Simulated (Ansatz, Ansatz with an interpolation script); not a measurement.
## Settings in Wannier-interpolated G0W0: K2TeCl6 (Fm-3m)

Aim: vary the Wannier model and the GW settings for K2TeCl6 (Fm-3m) and see what the interpolated bands lose.

Program: Ansatz 0.2.0. Level of theory: maximally localised Wannier functions, LDA, plane waves, PAW; PAW set soft_1. Results are calculated unless marked as measured.

The database entry behind the starting cell is an old determination (1935), so it need not match the best structure at ambient conditions.

## Step 1: The structure

The structure is cubic, space group Fm-3m (No. 225). Conventional cell: a = 10.140 Å, b = 10.140 Å, c = 10.140 Å, α = 90.00°, β = 90.00°, γ = 90.00°. Nearest to K lie 12 Cl at 3.59 Å and 4 Te at 4.39 Å. Te has 6 Cl at 2.53 Å and 8 K at 4.39 Å nearest. Nearest to Cl lie 1 Te at 2.53 Å and 4 K at 3.59 Å. Farther neighbours and most contacts between anions are not listed.

The cell and positions come from the Crystallography Open Database and are kept as given unless a step says otherwise. Spin-orbit coupling is left out unless a step names it.

## Step 2: Wannier model on 4×4×4

Localised functions give a small Hamiltonian that interpolates between mesh points at no cost.

input.yaml

```yaml
crystal:
  lattice:
    - [0.0, 5.0699704141, 5.0699704141]
    - [5.0699704141, 0.0, 5.0699704141]
    - [5.0699704141, 5.0699704141, 0.0]
  atoms:
    - { symbol: K, position: [0.25, 0.25, 0.25] }
    - { symbol: K, position: [0.75, 0.75, 0.75] }
    - { symbol: Te, position: [0.0, 0.0, 0.0] }
    - { symbol: Cl, position: [0.25, 0.25, 0.75] }
    - { symbol: Cl, position: [0.75, 0.75, 0.25] }
    - { symbol: Cl, position: [0.25, 0.75, 0.25] }
    - { symbol: Cl, position: [0.25, 0.75, 0.75] }
    - { symbol: Cl, position: [0.75, 0.25, 0.75] }
    - { symbol: Cl, position: [0.75, 0.25, 0.25] }
kpoints:
  mp_grid: { grid: [2, 2, 2] }
hamiltonian:
  xc: lda
  pseudopotentials: { kind: paw, azcp: { folder: soft_1 }, xc_functional: pbe }
scf:
  occupations: { method: fixed }
  n_extra_bands: 138
output:
  wannier:
    kmesh: [4, 4, 4]
    projections: [{ species: Cl, l: p, shell: 3 }, { species: Te, l: p, shell: 5 }]
    minimise: true
    write_hr: true
    seedname: w
    conv_tol: 1.0e-06
    max_iter: 20000
    stability_check: false
    disentanglement:
      window: [-0.65, 10.52]
      frozen_window: [-0.65, 6.63]
      conv_tol: 1.0e-08
```

Started as:

```console
$ ansatz run input.yaml --threads 2 --pin off --max-ram 92160MiB --backend cuda --events-out ev --progress --plain --runs-dir out --devices 1 --max-vram 13GiB
```

Numbers of over 12 decimals in the logs are rounded to 6 here.

What it wrote:

```text
scf.n_extra_bands = 138 over 38 filled bands (N_el = 76.0): the run solves 176 bands
GPUs: using 1 of 1 available (devices: 1).
Engine: ansatz 0.2.0, x86_64-unknown-linux-gnu
Pseudopotentials: kind: paw
Pseudopotential: K, paw, valence charge 9, recommended cutoff 420 eV (normal), soft_1/K.paw.azcp
Pseudopotential: Te, paw, valence charge 16, recommended cutoff 420 eV (normal), soft_1/Te.paw.azcp
Pseudopotential: Cl, paw, valence charge 7, recommended cutoff 420 eV (normal), soft_1/Cl.paw.azcp
Functional definition: SPW92
  exchange = slater_x
  correlation = pw_c
device memory: the entry about to start is reckoned to put 3.7 GiB on a device that reports 30.6 GiB free (of which the cap on the GPU budget leaves the run 13.0 GiB)
GPU FFT provider: cuFFT
GPU libraries: cuBLAS 13.8.2, cuFFT 12.4.0, cuSOLVER 12.3.4
Crystal: 9 atoms, lattice volume = 260.643 Å³
Basis set: ecut = 420 eV, 5029 PW (Γ)
Bands: 176, of which v1, the nominal top of the filled ones, is band 38 counted from 1 (37 counted from 0)
Symmetry: 48 space group operations
Space group: Fm-3m (ITA 225), of the structure as read, at distance tolerance 6.4e-5 Å
k-points: 3 of 8
Non-local potential: K, projectors of the file, l = 0: 3, l = 1: 2, l = 2: 2
Non-local potential: Te, projectors of the file, l = 0: 2, l = 1: 2, l = 2: 2, l = 3: 1
Non-local potential: Cl, projectors of the file, l = 0: 2, l = 1: 2, l = 2: 1
PAW form: soft (Blöchl's): semilocal exchange-correlation on the pseudo side does not see the compensation charge
PAW frozen core: K, regenerated for the run's functional, and the local potential with it (the file was generated under x = pbe(κ = 0.804, μ = 0.219515), c = pbe(β = 0.066725))
PAW frozen core: Te, regenerated for the run's functional, and the local potential with it (the file was generated under x = pbe(κ = 0.804, μ = 0.219515), c = pbe(β = 0.066725))
PAW frozen core: Cl, regenerated for the run's functional, and the local potential with it (the file was generated under x = pbe(κ = 0.804, μ = 0.219515), c = pbe(β = 0.066725))
PAW one-centre angular grid: K, 110 points (default); XC on 64 Gauss nodes
PAW one-centre angular grid: Te, 590 points (default); XC on 64 Gauss nodes
PAW one-centre angular grid: Cl, 110 points (default); XC on 64 Gauss nodes
Initial density: superposition of atomic densities (chi_scale 0.1, normalization cell, long waves kept (reshape's long-wave potential 0.02 eV rms))
Initial wavefunctions: pseudopotential atomic-orbital guess
GPU buffer pool allocated for 110592 grid points (all kernels)
GPU transforms: local potential and band sums: pruned to the plane-wave sphere, on 45×48×48
Functional: x = slater, c = lda
SCF iter   1: F=—  HF=-16098.385696 eV  |F-HF|=—  |Δ(HF+E_count)|=         —  Δρ=3.81e-2  dr2=6.62e0  ethr=3.10e-3  ⟨swp⟩=4.7  Hψ=1873  notcnv=0  defer=398
preconditioner: auto → Resta (q_TF=auto, 2.222 Å⁻¹)  ε∞=1.5  [insulator: Δε(μ)=2.164 eV  Ē_g=26.625 eV  n_scr=58 (ndim 8)  ℏωp=18.1 eV  f_vac=0.004  ε∞_Penn≈1.5]
SCF iter   2: F=—  HF=-16095.485727 eV  |F-HF|=—  |Δ(HF+E_count)|=    2.90e0  Δρ=1.18e-2  dr2=8.18e-1  ethr=3.10e-3  ⟨swp⟩=2.0  Hψ=717  notcnv=0  defer=405
SCF iter   3: F=—  HF=-16095.157598 eV  |F-HF|=—  |Δ(HF+E_count)|=   3.28e-1  Δρ=5.94e-3  dr2=2.03e-1  ethr=1.08e-3  ⟨swp⟩=2.3  Hψ=236  notcnv=0  defer=405
SCF iter   4: F=—  HF=-16095.100087 eV  |F-HF|=—  |Δ(HF+E_count)|=   5.75e-2  Δρ=2.54e-3  dr2=2.11e-2  ethr=2.68e-4  ⟨swp⟩=2.0  Hψ=617  notcnv=0  defer=405
SCF iter   5: F=—  HF=-16095.093779 eV  |F-HF|=—  |Δ(HF+E_count)|=   6.31e-3  Δρ=5.76e-4  dr2=1.06e-3  ethr=2.77e-5  ⟨swp⟩=2.0  Hψ=181  notcnv=0  defer=406
SCF iter   6: F=—  HF=-16095.093531 eV  |F-HF|=—  |Δ(HF+E_count)|=   2.48e-4  Δρ=1.42e-4  dr2=5.12e-5  ethr=1.40e-6  ⟨swp⟩=2.3  Hψ=240  notcnv=0  defer=404
SCF iter   7: F=—  HF=-16095.093780 eV  |F-HF|=—  |Δ(HF+E_count)|=   2.49e-4  Δρ=1.69e-5  dr2=7.57e-7  ethr=6.74e-8  ⟨swp⟩=2.3  Hψ=206  notcnv=0  defer=403
SCF iter   8: F=-16095.093780 eV  HF=-16095.093780 eV  |F-HF|=1.58e-8  |Δ(HF+E_count)|=   1.50e-7  Δρ=2.85e-6  dr2=1.75e-8  ethr=1.32e-10  ⟨swp⟩=20.0  Hψ=6151  notcnv=0
SCF 1 converged in 8 iterations: F = -16095.093780 eV  dr2 = 1.75e-8
[...]
device memory: the entry about to start is reckoned to put 4.4 GiB (of the 4.4 GiB reckoned in all, the device holds 0.1 GiB already) on a device that reports 28.4 GiB free (of which the cap on the GPU budget leaves the run 12.9 GiB)
NSCF: frozen V_eff on 3 k-points
[...]
device memory: the entry about to start is reckoned to put 3.1 GiB on a device that reports 27.4 GiB free (of which the cap on the GPU budget leaves the run 13.0 GiB)
NSCF: frozen V_eff on 11 k-points
the Wannier pass solved 11 of the 64 points of its mesh, and has the states at the others by symmetry: states obtained by the crystal's operations at points that were solved too leave a residual of 4.24e-13 eV (read by the count's bands and the next), within 6.67e-6 eV
SCF converged after 8 iterations
Free energy (F): -16095.093780 eV
Harris-Foulkes:  -16095.093780 eV  (|F-HF|=1.58e-8)
Internal energy: -16095.093780 eV  (E = F + TS)
E sigma→0 (E₀):  -16095.093780 eV
Fermi energy:    2.558558 eV
--- Per-component energies (eV) ---
  E_band       = -713.626569
  E_kinetic    = 1593.658870
  E_local      = -5016.400466  (includes V_loc(G=0)·N_el)
  E_nonlocal   = 293.977102
  E_hartree    = 2004.532177
  E_xc         = -1026.237523
  E_vxc        = -1126.614928  (∫ρ·V_xc dr)
  E_paw        = -9744.905813  (= ΣΔE_a)
  E_vpaw       = -467.318431  (= ΣTr[D̂ρ^β])
  E_aug_tail   = 0.000786  (compensation charges beyond the density's cutoff)
  E_ewald      = -4202.055508
  E_core_change = 2.336594  (= ΣΔE_core)
  E_smearing   = -0.000000  (= −TS)
  E_closure    = 0.000000  (closes the sum)
  Σ components = -16095.093780   (vs F -16095.093780, Δ=0.00e0)
--- Band table (eV) ---
  k-point 0: bands = [... 34 lower, 1.3377, 1.7260, 1.7260, 1.7260, 5.3766, 5.3766, 5.3766, 6.6353, ... 134 higher]
  k-point 1: bands = [... 34 lower, 1.3792, 1.3792, 1.4051, 2.2919, 4.9251, 6.1027, 6.1027, 8.1774, ... 134 higher]
  k-point 2: bands = [... 34 lower, 1.0551, 1.0551, 1.7081, 2.5586, 5.7670, 5.7670, 6.0276, 8.6212, ... 134 higher]
Wannier search: line search 1 of at most 20000: gauge-dependent spread (as the search counts it) 14.3448217 Å², largest recent change 1.9e0 Å² against conv_tol 1.0e-6 Å², 0 stops escaped
```

It took 10 s on 1 × NVIDIA H100 80GB HBM3 (shared by 6 runs) with 2 threads of AMD EPYC 7R13 (Zen 3), shared host; peak memory 1.2 GiB; 10 s of CPU time.

The column dr2 measures how far the density is from self-consistency, as an energy; F and HF (Harris–Foulkes) agree once it is small.

This step gave:

* gauge-invariant spread: 77.33 Å²
* diagonal spread: 0.003672 Å²
* off-diagonal spread: 5.932 Å²
* total spread: 83.27 Å²
* least projectability: 0.002215
* localisation steps: 37
* disentanglement steps: 37
* r.m.s. interpolation error: 0.001441 eV
* r.m.s. error near the gap: 0.001112 eV

Near the gap the model misses directly solved bands by 1.1 meV r.m.s. and by 9 meV at most in the window tested. This tests the starting bands, not the corrections carried with them.

## Step 3: Wannier model on 2×2×2

input.yaml: that of step 2 with these lines changed.

```diff
@@ -25,3 +25,3 @@
   wannier:
-    kmesh: [4, 4, 4]
+    kmesh: [2, 2, 2]
     projections: [{ species: Cl, l: p, shell: 3 }, { species: Te, l: p, shell: 5 }]
```

What it wrote:

```text
scf.n_extra_bands = 138 over 38 filled bands (N_el = 76.0): the run solves 176 bands
GPUs: using 1 of 1 available (devices: 1).
Engine: ansatz 0.2.0, x86_64-unknown-linux-gnu
Pseudopotentials: kind: paw
Pseudopotential: K, paw, valence charge 9, recommended cutoff 420 eV (normal), soft_1/K.paw.azcp
Pseudopotential: Te, paw, valence charge 16, recommended cutoff 420 eV (normal), soft_1/Te.paw.azcp
Pseudopotential: Cl, paw, valence charge 7, recommended cutoff 420 eV (normal), soft_1/Cl.paw.azcp
Functional definition: SPW92
  exchange = slater_x
  correlation = pw_c
device memory: the entry about to start is reckoned to put 3.7 GiB on a device that reports 45.0 GiB free (of which the cap on the GPU budget leaves the run 13.0 GiB)
GPU FFT provider: cuFFT
GPU libraries: cuBLAS 13.8.2, cuFFT 12.4.0, cuSOLVER 12.3.4
Crystal: 9 atoms, lattice volume = 260.643 Å³
Basis set: ecut = 420 eV, 5029 PW (Γ)
Bands: 176, of which v1, the nominal top of the filled ones, is band 38 counted from 1 (37 counted from 0)
Symmetry: 48 space group operations
Space group: Fm-3m (ITA 225), of the structure as read, at distance tolerance 6.4e-5 Å
k-points: 3 of 8
Non-local potential: K, projectors of the file, l = 0: 3, l = 1: 2, l = 2: 2
Non-local potential: Te, projectors of the file, l = 0: 2, l = 1: 2, l = 2: 2, l = 3: 1
Non-local potential: Cl, projectors of the file, l = 0: 2, l = 1: 2, l = 2: 1
PAW form: soft (Blöchl's): semilocal exchange-correlation on the pseudo side does not see the compensation charge
[...]
device memory: the entry about to start is reckoned to put 4.4 GiB (of the 4.4 GiB reckoned in all, the device holds 0.1 GiB already) on a device that reports 52.7 GiB free (of which the cap on the GPU budget leaves the run 12.9 GiB)
NSCF: frozen V_eff on 3 k-points
[...]
device memory: the entry about to start is reckoned to put 2.9 GiB on a device that reports 61.8 GiB free (of which the cap on the GPU budget leaves the run 13.0 GiB)
NSCF: frozen V_eff on 5 k-points
the Wannier pass solved 5 of the 8 points of its mesh, and has the states at the others by symmetry: states obtained by the crystal's operations at points that were solved too leave a residual of 4.20e-13 eV (read by the count's bands and the next), within 8.33e-6 eV
SCF converged after 8 iterations
Free energy (F): -16095.093780 eV
Harris-Foulkes:  -16095.093780 eV  (|F-HF|=1.58e-8)
Internal energy: -16095.093780 eV  (E = F + TS)
E sigma→0 (E₀):  -16095.093780 eV
Fermi energy:    2.558558 eV
--- Per-component energies (eV) ---
  E_band       = -713.626569
  E_kinetic    = 1593.658870
  E_local      = -5016.400466  (includes V_loc(G=0)·N_el)
  E_nonlocal   = 293.977102
  E_hartree    = 2004.532177
  E_xc         = -1026.237523
  E_vxc        = -1126.614928  (∫ρ·V_xc dr)
  E_paw        = -9744.905813  (= ΣΔE_a)
  E_vpaw       = -467.318431  (= ΣTr[D̂ρ^β])
  E_aug_tail   = 0.000786  (compensation charges beyond the density's cutoff)
  E_ewald      = -4202.055508
  E_core_change = 2.336594  (= ΣΔE_core)
  E_smearing   = -0.000000  (= −TS)
  E_closure    = 0.000000  (closes the sum)
  Σ components = -16095.093780   (vs F -16095.093780, Δ=0.00e0)
--- Band table (eV) ---
  k-point 0: bands = [... 34 lower, 1.3377, 1.7260, 1.7260, 1.7260, 5.3766, 5.3766, 5.3766, 6.6353, ... 134 higher]
  k-point 1: bands = [... 34 lower, 1.3792, 1.3792, 1.4051, 2.2919, 4.9251, 6.1027, 6.1027, 8.1774, ... 134 higher]
  k-point 2: bands = [... 34 lower, 1.0551, 1.0551, 1.7081, 2.5586, 5.7670, 5.7670, 6.0276, 8.6212, ... 134 higher]
```

Run time: 8.4 s. Hardware: 1 × NVIDIA H100 80GB HBM3 (shared by 6 runs) with 2 threads; peak memory 1 GiB.

The run ended with an error after its SCF cycle had converged; no result of it is taken.

## Step 4: A faulty Wannier input

input.yaml: that of step 3 with these lines changed.

```diff
@@ -34,4 +34,4 @@
     disentanglement:
-      window: [-0.65, 10.52]
-      frozen_window: [-0.65, 6.63]
+      window: [-0.65, 4.93]
+      frozen_window: [-0.65, 4.73]
       conv_tol: 1.0e-08
```

What it wrote:

```text
scf.n_extra_bands = 138 over 38 filled bands (N_el = 76.0): the run solves 176 bands
GPUs: using 1 of 1 available (devices: 1).
Engine: ansatz 0.2.0, x86_64-unknown-linux-gnu
Pseudopotentials: kind: paw
Pseudopotential: K, paw, valence charge 9, recommended cutoff 420 eV (normal), soft_1/K.paw.azcp
Pseudopotential: Te, paw, valence charge 16, recommended cutoff 420 eV (normal), soft_1/Te.paw.azcp
Pseudopotential: Cl, paw, valence charge 7, recommended cutoff 420 eV (normal), soft_1/Cl.paw.azcp
Functional definition: SPW92
  exchange = slater_x
  correlation = pw_c
device memory: the entry about to start is reckoned to put 3.7 GiB on a device that reports 52.7 GiB free (of which the cap on the GPU budget leaves the run 13.0 GiB)
GPU FFT provider: cuFFT
GPU libraries: cuBLAS 13.8.2, cuFFT 12.4.0, cuSOLVER 12.3.4
Crystal: 9 atoms, lattice volume = 260.643 Å³
Basis set: ecut = 420 eV, 5029 PW (Γ)
Bands: 176, of which v1, the nominal top of the filled ones, is band 38 counted from 1 (37 counted from 0)
Symmetry: 48 space group operations
Space group: Fm-3m (ITA 225), of the structure as read, at distance tolerance 6.4e-5 Å
k-points: 3 of 8
Non-local potential: K, projectors of the file, l = 0: 3, l = 1: 2, l = 2: 2
Non-local potential: Te, projectors of the file, l = 0: 2, l = 1: 2, l = 2: 2, l = 3: 1
Non-local potential: Cl, projectors of the file, l = 0: 2, l = 1: 2, l = 2: 1
PAW form: soft (Blöchl's): semilocal exchange-correlation on the pseudo side does not see the compensation charge
[...]
device memory: the entry about to start is reckoned to put 4.4 GiB (of the 4.4 GiB reckoned in all, the device holds 0.1 GiB already) on a device that reports 52.0 GiB free (of which the cap on the GPU budget leaves the run 12.9 GiB)
NSCF: frozen V_eff on 3 k-points
[...]
device memory: the entry about to start is reckoned to put 2.9 GiB on a device that reports 52.0 GiB free (of which the cap on the GPU budget leaves the run 13.0 GiB)
NSCF: frozen V_eff on 5 k-points
the Wannier pass solved 5 of the 8 points of its mesh, and has the states at the others by symmetry: states obtained by the crystal's operations at points that were solved too leave a residual of 4.20e-13 eV (read by the count's bands and the next), within 8.33e-6 eV
SCF converged after 8 iterations
Free energy (F): -16095.093780 eV
Harris-Foulkes:  -16095.093780 eV  (|F-HF|=1.58e-8)
Internal energy: -16095.093780 eV  (E = F + TS)
E sigma→0 (E₀):  -16095.093780 eV
Fermi energy:    2.558558 eV
--- Per-component energies (eV) ---
  E_band       = -713.626569
  E_kinetic    = 1593.658870
  E_local      = -5016.400466  (includes V_loc(G=0)·N_el)
  E_nonlocal   = 293.977102
  E_hartree    = 2004.532177
  E_xc         = -1026.237523
  E_vxc        = -1126.614928  (∫ρ·V_xc dr)
  E_paw        = -9744.905813  (= ΣΔE_a)
  E_vpaw       = -467.318431  (= ΣTr[D̂ρ^β])
  E_aug_tail   = 0.000786  (compensation charges beyond the density's cutoff)
  E_ewald      = -4202.055508
  E_core_change = 2.336594  (= ΣΔE_core)
  E_smearing   = -0.000000  (= −TS)
  E_closure    = 0.000000  (closes the sum)
  Σ components = -16095.093780   (vs F -16095.093780, Δ=0.00e0)
--- Band table (eV) ---
  k-point 0: bands = [... 34 lower, 1.3377, 1.7260, 1.7260, 1.7260, 5.3766, 5.3766, 5.3766, 6.6353, ... 134 higher]
  k-point 1: bands = [... 34 lower, 1.3792, 1.3792, 1.4051, 2.2919, 4.9251, 6.1027, 6.1027, 8.1774, ... 134 higher]
  k-point 2: bands = [... 34 lower, 1.0551, 1.0551, 1.7081, 2.5586, 5.7670, 5.7670, 6.0276, 8.6212, ... 134 higher]
```

Run time: 7.2 s. Hardware: 1 × NVIDIA H100 80GB HBM3 (shared by 6 runs) with 2 threads; peak memory 1 GiB.

The self-consistent loop converged; the step after it was not made. The program's words: output.wannier: at mesh point 0 (counted from 0) output.wannier.disentanglement.window holds 15 states for 21 functions, beside 0 of inner shells that are left out. Raise the window's top, and output.wannier.disentanglement.top_band where it is typed. No Wannier file is written

The fault put into this input: an outer window with too few states.

## Step 5: G0W0: 2×2×2 mesh, 1087 empty bands, screening to 150 eV, PAW set soft_1 files

Now the one-shot GW correction: screening in the RPA, then the self-energy of the levels asked for.

This step: G0W0 on LDA, plane waves, PAW; PAW set soft_1.

input.yaml, the sections that differ from step 4:

```yaml
scf:
  occupations: { method: fixed }
gw:
  n_empty_bands: 1087
  ecut_chi: 150.0
  qp_bands: [v15, c4]
  screening: { model: contour_deformation }
# crystal, kpoints, hamiltonian: as in step 4
# output: removed
```

What it wrote:

```text
GPUs: using 1 of 1 available (devices: 1).
[...]
GPU FFT provider: cuFFT
GPU libraries: cuBLAS 13.8.2, cuFFT 12.4.0, cuSOLVER 12.3.4
Crystal: 9 atoms, lattice volume = 260.643 Å³
Basis set: ecut = 420 eV, 5029 PW (Γ)
Bands: 47, of which v1, the nominal top of the filled ones, is band 38 counted from 1 (37 counted from 0)
Symmetry: 48 space group operations
[...]
k-points: 3 of 8
[...]
0    31      1.0131   -20.7004     3.1806   -16.2732  0.7307    -0.2832    -0.2336  root
[...]
2    39      5.7669   -12.0903    -3.5837   -16.6700  0.7781     6.7781     6.7628  root
     2    40      5.7669   -12.0903    -3.5837   -16.6700  0.7781     6.7781     6.7628  root
     2    41      6.0276   -12.3439    -3.6588   -17.0249  0.7751     7.0667     7.0497  root
     2    42      8.6212    -5.6224    -3.8705   -10.4798  0.8085     9.6253     9.6080  root
[key lines of the parts left out:]
SCF converged after 9 iterations
Free energy (F): -16095.093780 eV
Fermi energy:    2.558541 eV
```

Run time: 23 s. Hardware: 1 × NVIDIA H100 80GB HBM3 (shared by 6 runs) with 2 threads; peak memory 2.1 GiB; 30 s of CPU time.

The G0W0 gap on the mesh is 4.062 eV.

## Step 6: G0W0: 4×4×4 mesh, 384 empty bands, screening to 75 eV, PAW set soft_1 files

input.yaml: that of step 5 with these lines changed.

```diff
@@ -16,3 +16,3 @@
 kpoints:
-  mp_grid: { grid: [2, 2, 2] }
+  mp_grid: { grid: [4, 4, 4] }
 hamiltonian:
@@ -23,4 +23,4 @@
 gw:
-  n_empty_bands: 1087
-  ecut_chi: 150.0
+  n_empty_bands: 384
+  ecut_chi: 75
   qp_bands: [v15, c4]
```

What it wrote:

```text
GPUs: using 1 of 1 available (devices: 1).
[...]
GPU FFT provider: cuFFT
GPU libraries: cuBLAS 13.8.2, cuFFT 12.4.0, cuSOLVER 12.3.4
Crystal: 9 atoms, lattice volume = 260.643 Å³
Basis set: ecut = 420 eV, 5029 PW (Γ)
Bands: 47, of which v1, the nominal top of the filled ones, is band 38 counted from 1 (37 counted from 0)
Symmetry: 48 space group operations
[...]
k-points: 8 of 64
[...]
0    31      1.0010   -20.6531     3.4002   -16.2760  0.7372    -0.0025     0.0240  root
[...]
7    39      5.7253   -12.1410    -3.1340   -16.5927  0.7858     7.0703     7.0430  root
     7    40      5.9081   -12.3690    -3.1984   -16.9192  0.7824     7.2913     7.2598  root
     7    41      5.9081   -12.3690    -3.1984   -16.9192  0.7824     7.2913     7.2598  root
     7    42      9.0045    -5.4588    -3.7441   -10.3650  0.8145    10.1917    10.1665  root
[key lines of the parts left out:]
SCF converged after 9 iterations
Free energy (F): -16095.180288 eV
Fermi energy:    2.555231 eV
```

Elapsed: 41 s, on 1 × NVIDIA H100 80GB HBM3 (shared by 6 runs) with 2 threads; peak memory 1.6 GiB.

The G0W0 gap on the mesh is 3.998 eV.

[end of part 1 of 2]

[Paths, hosts, dates, memory and timing lines, banners, echoed tables and standing remarks are left out of the program output.]

[Logs are printed without paths, hosts, clocks, repeated set-up lines and the standing remarks that a program may print on its own settings, such as how far it seeks lower states.]

[Runs of the session that timed out or met a known fault of the program may be left out.]

[Hosts, paths, dates, database ids (printed as entryN), source tags and the programs' standing remarks are cut or masked in the printed files.]
